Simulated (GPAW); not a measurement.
# Polarising Zr2NOS MXene monolayer with a field along the normal

The dipole of the cell at several fields, atoms fixed. What does the strongest field give, and what length does the slope stand for?

How it was computed: GPAW 26.7.0, plane waves (500 eV), PAW setups, PBE, 12×12 mesh, a dipole layer in the vacuum; geometry relaxed without an applied field with GPAW. The cell's area is 9.46 Å², and e/ε0 = 180.95 V Å.

The runs, one held back:

| field (V/Å) | dipole (e Å) |
| --- | --- |
| −0.2 | −0.0097 |
| −0.1 | 0.0251 |
| −0.05 | 0.0424 |
| 0.05 | 0.0771 |
| 0.1 | 0.0945 |
| 0.2 | 0.1292 |
| 0.3 | ? |

Q: What is the dipole at 0.3 V/Å?

**Working.** A line through the 6 points has the slope α = 0.347 e Å per V/Å and the intercept p₀ = 0.0598 e Å (r.m.s. residual 2.7e−05). At 0.3 V/Å it gives p = 0.0598 + 0.347 × 0.3 = 0.1639 e Å; the run gives 0.1640 e Å, so the response stays linear to 0.0 % of the induced part. Dividing by ε0 and the area: α/(ε0 A) = 0.347 × 180.95 / 9.46 = 6.64 Å, against 5.23 Å between the outer nuclei.

**Limits.** This is the electronic response alone; ions that move would add to it in polar layers. No run was spin-polarised, so magnetic states weren't tested. Layers with unlike faces were relaxed with their cell in a fully periodic cell without the dipole layer, so their atoms felt a small spurious field.
